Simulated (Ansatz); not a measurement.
# Quasi-harmonic thermodynamics of BeHg (hypothetical, Pm-3m), part 3 of 3

How much does BeHg (hypothetical) expand with temperature? The compound is hypothetical: it was made by swapping elements on a known structure type.

Ansatz 0.2.0; DFT PBEsol, scalar-relativistic, plane waves, PAW.

So far. Step 2 (Probe on a coarse mesh): The start is under 22 GPa at this level and looks like a metal on this mesh. Step 5 (Relaxing to small residual forces and stress): The residual pressure is -0.0025 GPa, small enough for phonons.

## 7. Phonons on strained cells, q-mesh 4×4×4

The study relaxes the crystal at several strains, solves the phonons on some of them and minimises the free energy at each temperature (static energy, vibrations, the electrons in a metal, and PV under a set pressure); the q-mesh sets how far the force constants reach.

input.yaml reads:

```yaml
crystal:
  lattice:
    - [3.0856973024, 0.0, 0.0]
    - [0.0, 3.0856973024, 0.0]
    - [0.0, 0.0, 3.0856973024]
  atoms:
    - { symbol: Be, position: [0.5, 0.5, 0.5] }
    - { symbol: Hg, position: [0.0, 0.0, 0.0] }
kpoints:
  mp_grid: { grid: [16, 16, 16] }
hamiltonian:
  xc: pbesol
scf:
  occupations: { method: methfessel_paxton, width: 0.15 }
output:
  eigenvalues: true
phonons:
  method: dfpt
  qmesh: [4, 4, 4]
  temperatures: { t_max: 450.0, t_step: 25 }
  thermal_expansion: {}
```

Run with:

```
$ ansatz run input.yaml --threads 4 --pin off --max-ram 8192MiB --backend cpu --events-out ev --progress --plain --runs-dir out
```

Numbers of over 12 decimals in the logs are rounded to 6 here.

What it wrote:

```text
The last accepted step is kept in <dir> (removed where the run ends without a failure and the disk answers)
Engine: ansatz 0.2.0, aarch64-unknown-linux-gnu
Pseudopotentials: kind: paw
Pseudopotential: Be, paw, valence charge 2, recommended cutoff 420 eV (normal), Be.paw.azcp
Pseudopotential: Hg, paw, valence charge 20, recommended cutoff 420 eV (normal), Hg.paw.azcp
Functional definition: PBEsol
  exchange = pbesol_x
  correlation = pbesol_c
Crystal: 2 atoms, lattice volume = 29.381 Å³
Basis set: ecut = 487.2 eV, 739 PW (Γ), exchange–correlation on 48×48×48 points (8 copies of the dense FFT grid, shifted against one another)
Bands: 15, of which v1, the nominal top of the filled ones, is band 11 counted from 1 (10 counted from 0)
Symmetry: 48 space group operations
Space group: Pm-3m (ITA 221), of the structure as read, at distance tolerance 3.1e-5 Å
k-points: 165 of 4096
Non-local potential: Be, projectors of the file, l = 0: 2, l = 1: 2, l = 2: 1
Non-local potential: Hg, projectors of the file, l = 0: 3, l = 1: 2, l = 2: 2, l = 3: 1
PAW form: soft (Blöchl's): semilocal exchange-correlation on the pseudo side does not see the compensation charge
PAW frozen core: Be, regenerated for the run's functional, and the local potential with it (the file was generated under x = pbe(κ = 0.804, μ = 0.219515), c = pbe(β = 0.066725))
PAW frozen core: Hg, regenerated for the run's functional, and the local potential with it (the file was generated under x = pbe(κ = 0.804, μ = 0.219515), c = pbe(β = 0.066725))
PAW one-centre angular grid: Be, 110 points (default); XC on 64 Gauss nodes
PAW one-centre angular grid: Hg, 590 points (default); XC on 64 Gauss nodes
Initial density: superposition of atomic densities (neutral atoms: chi_scale 0, normalization atom), corrected by the library's trained network
Initial wavefunctions: pseudopotential atomic-orbital guess
Functional: x = pbesol(κ = 0.804, μ = 0.123457), c = pbesol(β = 0.046)
SCF iter   1: F=—  HF=-13757.477177 eV  |F-HF|=—  |Δ(HF+E_count)|=         —  Δρ=4.31e-3  dr2=5.30e-3  ethr=1.77e-3  ⟨swp⟩=5.0  Hψ=12458  notcnv=0
preconditioner: auto → none  [metal: Δε(μ)=0.053 eV  Ē_g=12.347 eV  σ=0.150 eV  W_gap=0.28  n_scr=6 (ndim 8)  ℏωp=25.6 eV  f_vac=0.000  D(μ)=0.38/eV (n_scr^D=0)  sad-step TF]
SCF iter   2: F=—  HF=-13757.476191 eV  |F-HF|=—  |Δ(HF+E_count)|=   9.86e-4  S|Δr|=    0.00e0  Δρ=2.51e-3  dr2=2.08e-3  ethr=2.41e-5  ⟨swp⟩=1.1  Hψ=3896  notcnv=0
SCF iter   3: F=—  HF=-13757.475494 eV  |F-HF|=—  |Δ(HF+E_count)|=   6.97e-4  S|Δr|=    0.00e0  Δρ=9.85e-4  dr2=3.44e-4  ethr=9.47e-6  ⟨swp⟩=1.9  Hψ=2941  notcnv=0
SCF iter   4: F=—  HF=-13757.475385 eV  |F-HF|=—  |Δ(HF+E_count)|=   1.09e-4  S|Δr|=    0.00e0  Δρ=2.02e-4  dr2=1.08e-5  ethr=1.56e-6  ⟨swp⟩=2.0  Hψ=3575  notcnv=0
[...]
E_nonlocal   = 77.100151
  E_hartree    = 1182.398827
  E_xc         = -239.246534
  E_vxc        = -283.548565  (∫ρ·V_xc dr)
  E_paw        = -9855.606814  (= ΣΔE_a)
  E_vpaw       = -441.623755  (= ΣTr[D̂ρ^β])
  E_aug_tail   = 0.000398  (compensation charges beyond the density's cutoff)
  E_ewald      = -2824.266483
  E_core_change = 0.338183  (= ΣΔE_core)
  E_smearing   = 0.000399  (= −TS)
  E_closure    = 0.000000  (closes the sum)
  Σ components = -13757.475368   (vs F -13757.475368, Δ=0.00e0)
--- Forces (eV/Å), atoms counted from 1 ---
  atom   1  Be     0.00000000     0.00000000    -0.00000000
  atom   2  Hg     0.00000000     0.00000000     0.00000000
  max |Σ_I F_I| component: 9.86e-32 eV/Å
--- Stress (GPa, compression-positive) ---
       -0.000602       0.000000       0.000000
        0.000000      -0.000602      -0.000000
        0.000000       0.000000      -0.000602
  P = ⅓ Tr σ = -0.0006 GPa (-0.006 kbar)
--- Band table (eV; the first three rows and the last of 165) ---
  k-point 0: bands = [... 7 lower, 7.9992, 7.9992, 7.9992, 18.0215, 18.0215, 18.0215, 23.3629, 25.5240]
  k-point 1: bands = [... 7 lower, 7.9670, 7.9670, 8.0018, 17.6374, 18.1192, 18.1192, 23.4879, 25.4729]
  k-point 2: bands = [... 7 lower, 7.8772, 7.8772, 8.0094, 16.7018, 18.4052, 18.4052, 23.6764, 25.3270]
  k-point 164: bands = [... 7 lower, 8.7094, 8.7094, 17.1071, 17.1071, 17.1071, 17.1625, 17.3690, 18.2709]
── thermal expansion: 3 new cells, 3 in all ──
thermal expansion: relaxation of cell 2
thermal expansion: relaxation of cell 3
── thermal expansion: 2 new cells, 5 in all ──
thermal expansion: relaxation of cell 4
thermal expansion: lower-state search of cell 4
thermal expansion: electrons of cell 4
thermal expansion: phonons of cell 4
WARN: thermal expansion, phonons of cell 4: eigensolver did not converge (k=88): 1 band(s) unlocked after 20 sweeps at ethr=1.03e-12 eV (storage-precision floor; scheduled 1.00e-12 eV) (lowest unlocked band 14, counted from 0; max residual 1.52e-6 eV among the unlocked bands, 1.52e-6 eV over every band)
WARN: thermal expansion: eigensolver_not_converged in the phonons of 1 cell: 4
WARN: thermal expansion: vibrations_at_or_below_zero in the phonons of 1 cell: 4
this run last wrote the structure of step 1 to <dir>
--- Relaxed structure (1 steps of the walk, 1 accepted, 0 SCFs on fresh bases) ---
  F+E_penalty+E_count = -13757.47536824 eV   max|allowed force component| = 3.287e-32 eV/Å
  atoms:
    - { symbol: Be, position: [0.5, 0.5, 0.5] }
    - { symbol: Hg, position: [0.0, 0.0, 0.0] }
--- Thermal expansion: 5 cells in 2 rounds, 0 GPa ---
  no lower state was reached at cell 4; its state was not examined: fill_not_monotonic
  not told: vibrations stand at or below zero in cell 4 (0.750 modes a cell, the lowest at -90.2 cm⁻¹): the crystal is at no minimum there, or its k-points are too few: type the crystal that it becomes, another pressure, or a denser kpoints.mp_grid, in a new run
  eigensolver_not_converged in the phonons of 1 cell: 4
  vibrations_at_or_below_zero in the phonons of 1 cell: 4
Error: vibrations stand at or below zero in cell 4 (0.750 modes a cell, the lowest at -90.2 cm⁻¹): the crystal is at no minimum there, or its k-points are too few: type the crystal that it becomes, another pressure, or a denser kpoints.mp_grid, in a new run
[key lines of the parts left out:]
SCF converged after 7 iterations
Free energy (F): -13757.475368 eV
Fermi energy:    15.563962 eV
```

It took 7.6 min on 4 threads of Arm Neoverse V2, shared host; peak memory 2.6 GiB; 29 min of CPU time.

The run ended with an error.

The program's message: “vibrations stand at or below zero in cell 4 (0.750 modes a cell, the lowest at -90.2 cm⁻¹): the crystal is at no minimum there, or its k-points are too few: type the crystal that it becomes, another p …”

## 8. Phonons of the refused cell

The study refused this cell, so its phonons are run alone to see which modes are imaginary.

input.yaml, the sections that differ from step 7:

```yaml
phonons:
  method: dfpt
  qmesh: [4, 4, 4]
  temperatures: { t_max: 1000, t_step: 50 }
  qpath:
    path:
      - [[0.0, 0.0, 0.0], [0.0, 0.5, 0.0], [0.5, 0.5, 0.0], [0.0, 0.0, 0.0], [0.5, 0.5, 0.5], [0.0, 0.5, 0.0]]
      - [[0.5, 0.5, 0.5], [0.5, 0.5, 0.0]]
    npoints: 10
# crystal, kpoints, hamiltonian, scf, output: as in step 7
```

What it wrote:

```text
[...]
Crystal: 2 atoms, lattice volume = 29.381 Å³
Basis set: ecut = 420 eV, 587 PW (Γ), exchange–correlation on 48×48×48 points (8 copies of the dense FFT grid, shifted against one another)
Bands: 15, of which v1, the nominal top of the filled ones, is band 11 counted from 1 (10 counted from 0)
Symmetry: 48 space group operations
k-points: 165 of 4096
[...]
SCF iter   1: F=—  HF=-13757.475750 eV  |F-HF|=—  |Δ(HF+E_count)|=         —  Δρ=4.39e-3  dr2=5.30e-3  ethr=1.77e-3  ⟨swp⟩=5.0  Hψ=12422  notcnv=0
[...]
SCF iter   7: F=-13757.473946 eV  HF=-13757.473946 eV  |F-HF|=5.46e-12  |Δ(HF+E_count)|=  1.71e-10  S|Δr|=    0.00e0  Δρ=1.40e-7  dr2=8.54e-13  ethr=1.00e-12  ⟨swp⟩=4.3  Hψ=12015  notcnv=0
SCF 1 converged in 7 iterations: F = -13757.473946 eV  dr2 = 8.54e-13
[...]
SCF iter   1: F=—  HF=-13757.473948 eV  |F-HF|=—  |Δ(HF+E_count)|=         —  Δρ=1.72e-7  dr2=1.73e-12  ethr=1.31e-8  ⟨swp⟩=3.0  Hψ=19439  notcnv=0
eigensolver tolerance schedule: the retry pair's looser diagonalisation over-reported the residual by 1663178.79 of it (diagonalisation noise at an unbounded share of the residual, at the tolerance the schedule requests for it); recorded, not acted on — ethr = c·dr2/N_el stays at c = 1.0e-1
[...]
SCF iter   2: F=—  HF=-13757.473946 eV  |F-HF|=—  |Δ(HF+E_count)|=   2.10e-6  S|Δr|=    0.00e0  Δρ=8.41e-8  dr2=8.18e-13  ethr=1.00e-12  ⟨swp⟩=5.4  Hψ=9400  notcnv=0
SCF iter   3: F=-13757.473946 eV  HF=-13757.473946 eV  |F-HF|=5.46e-12  |Δ(HF+E_count)|=  3.64e-12  S|Δr|=    0.00e0  Δρ=3.81e-8  dr2=1.12e-13  ethr=1.00e-12  ⟨swp⟩=1.0  Hψ=5616  notcnv=0
SCF 2 converged in 3 iterations: F = -13757.473946 eV  dr2 = 1.12e-13
phonons: the bands overlap, so this run is a metal and interpolates without the dipole-dipole term. If the crystal is really an insulator or semiconductor, its LO-TO splitting is missing
NSCF: frozen V_eff on 165 k-points
[...]
DFPT response loops at q = (0, 0, 0) (fractional): preconditioner auto → Kerker (q_TF=auto, 2.600 Å⁻¹) (partly filled bands, converged f_vac=0.000); β = 1.00, the filter's whole step (`scf.mixing.beta` (0.50) is not read by the response loops under this deck's `scf.mixing.preconditioner`; to damp them name `kerker` or `kerker_dos`, under which they read `scf.mixing.beta`, and type it under 1.00, their step now; both keys bind the ground state too); Broyden in place of MSR1
[...]
SCF converged after 7 iterations
[...]
Free energy (F): -13757.473946 eV
[...]
Internal energy: -13757.474345 eV  (E = F + TS)
E sigma→0 (E₀):  -13757.474046 eV
Entropy (-TS):   0.000399 eV (0.200 meV/atom)
Fermi energy:    15.564283 eV
[...]
--- Band table (eV; the first three rows and the last of 165) ---
  k-point 0: bands = [... 7 lower, 7.9995, 7.9995, 7.9995, 18.0218, 18.0218, 18.0218, 23.3630, 25.5244]
  k-point 1: bands = [... 7 lower, 7.9673, 7.9673, 8.0021, 17.6377, 18.1195, 18.1195, 23.4880, 25.4733]
  k-point 2: bands = [... 7 lower, 7.8775, 7.8775, 8.0097, 16.7022, 18.4055, 18.4055, 23.6766, 25.3274]
  k-point 164: bands = [... 7 lower, 8.7098, 8.7098, 17.1076, 17.1076, 17.1076, 17.1626, 17.3694, 18.2713]
--- Phonons (Γ-DFPT): 2 representative perturbations + reference (Σ response iterations 5) ---
  ASR residual: 9.832e-5 → 0.000e0 eV/Å²; symmetrization residual: 7.312e-8 eV/Å²
  ASR residual per site (eV/Å²): 1.93e-6 9.83e-5
  Γ frequencies (cm⁻¹): 0.00 0.00 0.00 207.56 207.56 207.56
--- Phonons (arbitrary-q DFPT): 10 irreducible q on the 4×4×4 mesh ---
  q = [0.0000, 0.0000, 0.0000] (star 1, of the zone-centre solve; hermiticity 1.07e-7, symmetrization 1.99e-11): -0.00 -0.00 0.00 207.56 207.56 207.56
  q = [0.0000, 0.0000, 0.2500] (star 6, 4 solved perturbations in 4032 linear systems a pass and spin channel, the states on 1296 of 4096 k-point pairs; hermiticity 6.88e-7, symmetrization 7.51e-12): 18.12 18.12 74.43 195.31 195.31 215.35
[...]
q = [0.0000, 0.2500, -0.5000] (star 12, 6 solved perturbations on 1296 of 4096 k-point pairs; hermiticity 1.93e-7, symmetrization 1.34e-14): 21.26 40.67 69.63 225.38 230.87 236.52
[...]
sum rule: each row above includes the acoustic sum rule's correction from the zone centre's row sums; it moved no ω² by more than (0.37 cm⁻¹)²
  mesh force constants: q→R imaginary residual 3.65e-18; ASR residual 9.832e-5 → 0.000e0 eV/Å²; symmetrization residual 3.553e-15 eV/Å²
  interpolated dispersion: 62 rows × 6 modes
  density of states and harmonic sums: on the 20×20×20 q-mesh, interpolated from the force constants of a 4×4×4 supercell (no non-analytic term)
  largest difference from the sums on the solved wave vectors: F 2.88e-2 eV, S 3.89e-5 and C_V 1.01e-5 eV/K
  zero-point energy: 0.044990 eV/cell   skipped modes (ω ≤ 0): 282, of them read as no rigid motion or as one in doubt: 279 (9.138e-1 modes/cell left out, lowest -89.92 cm⁻¹)   left out of the sums: 1.52e-1 of the cell's modes: C_V's classical limit lies that fraction below 3 k_B per atom; for a crystal, a wire or a layer, F and S can be off by more, and a phonons.interpolated_qmesh denser along its periods is the remedy for the sampling
```

It took 4.9 min on 4 threads; peak memory 2.3 GiB.

This step gave:

| Quantity | Value |
| --- | --- |
| Γ frequencies | 0, 0, 0, 207.6, 207.6, 207.6 cm⁻¹ (negative: imaginary) |
| lowest frequency on the path | -89.92 cm⁻¹ |
| point group | m-3m |
| highest frequency | 280.8 cm⁻¹ |

No LO-TO term. Phonon branches along the path, in cm⁻¹:

```csv
point,branch 1,branch 2,branch 3,branch 4,branch 5,branch 6
Γ,0,0,0,208,208,208
halfway,18,18,74,195,195,215
X,26,26,109,171,171,281
halfway,21,41,70,225,231,236
M,-80,-80,-14,221,221,256
halfway,-31,24,81,214,217,232
Γ,0,0,0,208,208,208
halfway,15,15,67,185,185,266
R,-90,-90,-90,88,88,88
halfway,-39,68,68,124,199,253
X,26,26,109,171,171,281
jump to R,-90,-90,-90,88,88,88
halfway,-81,-81,71,172,172,198
M,-80,-80,-14,221,221,256
```

The phonon branches as a text plot (rows in cm⁻¹):

```
    273 |      ***                      *               **
    258 |         *   ***              * **         ** *        *
    242 |     *    ***   ****                         *       **
    227 |    *      ***********      **    *       * *
    211 |****     **         ********                  *       **
    196 |  ***    *            **   ****          * *        **
    180 |     *  *                      *   *      *   **
    165 |      **                        **           * **  **
    150 |                                        **  *      *
    134 |                                  *               *
    119 |                                   **   *  *      *
    103 |     ****                              *      ***
     88 |    *    **         *               *******  *   **
     72 |   *             *** *        **          ***      **
     57 |                      *    ***  **       ** **
     41 |  *      ***           *          *      *    *      *
     26 | *  *******      *****  * *                  ****     *
     10 |****       **   *     ***     **            *          *
     -5 |             * *        ******          *
    -20 |            * *       **        ** *
    -36 |                  ****            *        *
    -51 |            **   *                 *    * *
    -67 |             * **                   *  * *       *
    -82 |              **                    *****        *******
         Γ      X      M          Γ            R        X|R     M
```

Tetrahedra on 20 20 20, mean over bins of 5 cm⁻¹. Table of phonon density of states by wavenumber; read off at these points:

```csv
wavenumber (cm⁻¹),phonon density of states (1/cm⁻¹/cell)
-92,0
-78,0.0113
-68,0.0117
-52,0.0111
-42,0.0103
-28,0.0133
-12,0.0107
-2,0.00832
12,0.0137
22,0.0406
28,0.0471
38,0.0235
48,0.0159
62,0.0161
72,0.0326
78,0.0303
88,0.0126
102,0.00505
112,0.00275
128,0.0037
142,0.00514
152,0.00637
168,0.00948
178,0.0177
192,0.0268
202,0.0499
218,0.0368
222,0.0385
232,0.0165
242,0.0207
252,0.0401
258,0.0290
268,0.0023
282,0
```

No LO-TO term. Modes at Γ, with each element's share of the kinetic energy:

```csv
mode,frequency (cm⁻¹),symmetry,Be %,Hg %
1,0.0,T1u,4,96
2,0.0,T1u,4,96
3,0.0,T1u,4,96
4,207.6,T1u,96,4
5,207.6,T1u,96,4
6,207.6,T1u,96,4
```

Displacements in mode 6 (207.6 cm⁻¹), the largest set to 1:
```
Be1  0.00  1.00 -0.14
Hg2  0.00 -0.04  0.01
```

Lowest modes at the softest wavevector of the mesh; phase exp(i q.(R + tau)). Modes at q = (0.500, 0.500, 0.500), with each element's share of the kinetic energy (negative means imaginary):

```csv
mode,frequency (cm⁻¹),Be %,Hg %
1,-89.9,100,0
2,-89.9,100,0
3,-89.9,100,0
4,88.3,0,100
5,88.3,0,100
6,88.3,0,100
```

Displacements in mode 1 (-89.9 cm⁻¹), the largest set to 1, in the home cell:
```
Be1  0.27 -1.00  0.96
Hg2  0.00  0.00  0.00
```

Displacements in mode 6 (88.3 cm⁻¹), the largest set to 1, in the home cell (x, y, z of the real part, then of the imaginary part):
```
Be1  0.00  0.00  0.00  0.00  0.00  0.00
Hg2  0.08  1.00 -0.40  0.34  0.10  0.31
```

The modes has structure finer than the step of the table below, so its rows give means over 20 cm⁻¹, whole bins alone (the curve runs from -96.8 to 298 cm⁻¹). Peaks (cm⁻¹: height): Be -64.5: 0.0055, 203.6: 0.0431, 218.5: 0.0353, 253.3: 0.0344; Hg -17.3: 0.0150, 24.9: 0.0443, 77.0: 0.0292.

Phonopy on the run's constants, 19x19x19 mesh, Gaussian sigma 2.8 cm⁻¹. Modes against wavenumber; means over each step; values in 1/cm⁻¹/cell:

```csv
wavenumber (cm⁻¹),Be,Hg
-80,0.00312,0.00385
-60,0.00383,0.00752
-40,0.00280,0.00929
-20,0.00212,0.0122
0,3.2e-4,0.00418
20,0.00116,0.0287
40,0.00175,0.0229
60,0.00115,0.0172
80,0.00115,0.0232
100,9.4e-4,0.00543
120,0.00211,0.00131
140,0.00349,0.00134
160,0.00623,0.00161
180,0.0161,0.00211
200,0.0331,0.00352
220,0.0291,0.00389
240,0.0209,9.1e-4
260,0.0200,8.0e-4
280,6.5e-4,4.2e-6
```

The lowest solved frequency is -89.9 cm⁻¹, so the cell is unstable here and gives no valid free energy.

## 9. Summary of results

```yaml
lowest_frequency_at_the_solved_wavevectors: -89.9 cm⁻¹
```

What this shows: With imaginary harmonic modes at the relaxed cell the quasi-harmonic free energy is undefined, so no expansion is obtained for this phase at this level. The softest solved mode is 90i cm⁻¹ at q = (-0.5, -0.5, -0.5), and 5 of 10 solved wavevectors carry a mode beyond 8i cm⁻¹. In a metal soft modes also hang on the k-mesh and the smearing, which were not converged here. The PAW files were made for PBE and are used here under another functional, for which the program regenerates the frozen cores.

[Logs are printed without paths, hosts, clocks, repeated set-up lines and the standing remarks that a program may print on its own settings, such as how far it seeks lower states.]

[Hosts, paths, dates, database ids (printed as entryN), source tags and the programs' standing remarks are cut or masked in the printed files.]

[A step with changed settings may run another functional than the one named; its input shows which.]

[Pressures of single members of a volume series are the stress at the run's cutoff; with an incomplete basis they can lie off −dE/dV of the same runs, and they are not shown converged.]
